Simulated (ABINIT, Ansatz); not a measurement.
Planning a run of ABINIT 10.8.3 on AlGaN2 (P-4m2). The input:

```
acell 3*1.0 Angstrom
rprim 
  3.140877048700 0.000000000000 0.000000000000
  0.000000000000 3.140877048700 0.000000000000
  0.000000000000 0.000000000000 4.423837940000
ntypat 3
znucl 13 31 7
natom 4
typat 1 2 3 3
xred 
  0.500000000000 0.500000000000 0.500000000000
  0.000000000000 0.000000000000 0.000000000000
  0.500000000000 0.000000000000 0.738264810000
  0.000000000000 0.500000000000 0.261735190000
pp_dirpath "pseudos"
pseudos "Al.upf, Ga.upf, N.upf"
ecut 45
ngkpt 4 4 4
nshiftk 1
shiftk 0 0 0
kptopt 1
chksymbreak 0
istwfk *1
occopt 1
irdwfk 1
optdriver 3
nband 45
ecuteps 4.2
inclvkb 2
awtr 1
symchi 1
indata_prefix "in"
outdata_prefix "out"
tmpdata_prefix "tmp"
```

```sh
OMP_NUM_THREADS=1 mpirun -n 4 abinit run.abi > log
```

Question: Estimate wall time and host memory on 4 MPI ranks of Arm Neoverse V1, shared host.

It took 36 s; on shared hardware allow 18 s to 71 s. Peak host memory was 0.98 GiB.

[Paths, hosts, dates, memory and timing lines, banners, echoed tables and standing remarks are left out of the program output.]

[Logs are printed without paths, hosts, clocks, repeated set-up lines and the standing remarks that a program may print on its own settings, such as how far it seeks lower states.]

[Runs of the session that timed out or met a known fault of the program may be left out.]

[Hosts, paths, dates, database ids (printed as entryN), source tags and the programs' standing remarks are cut or masked in the printed files.]

[G0W0 gaps are taken among the corrected bands and points alone; a level outside them can change the order at an edge.]

[Where Ansatz stands beside ABINIT at settings called matched, ABINIT's density can come from a denser mesh and the files from another edition; pairs whose starting gaps differed by over 0.03 eV were left out, so agreement reads better than it is.]
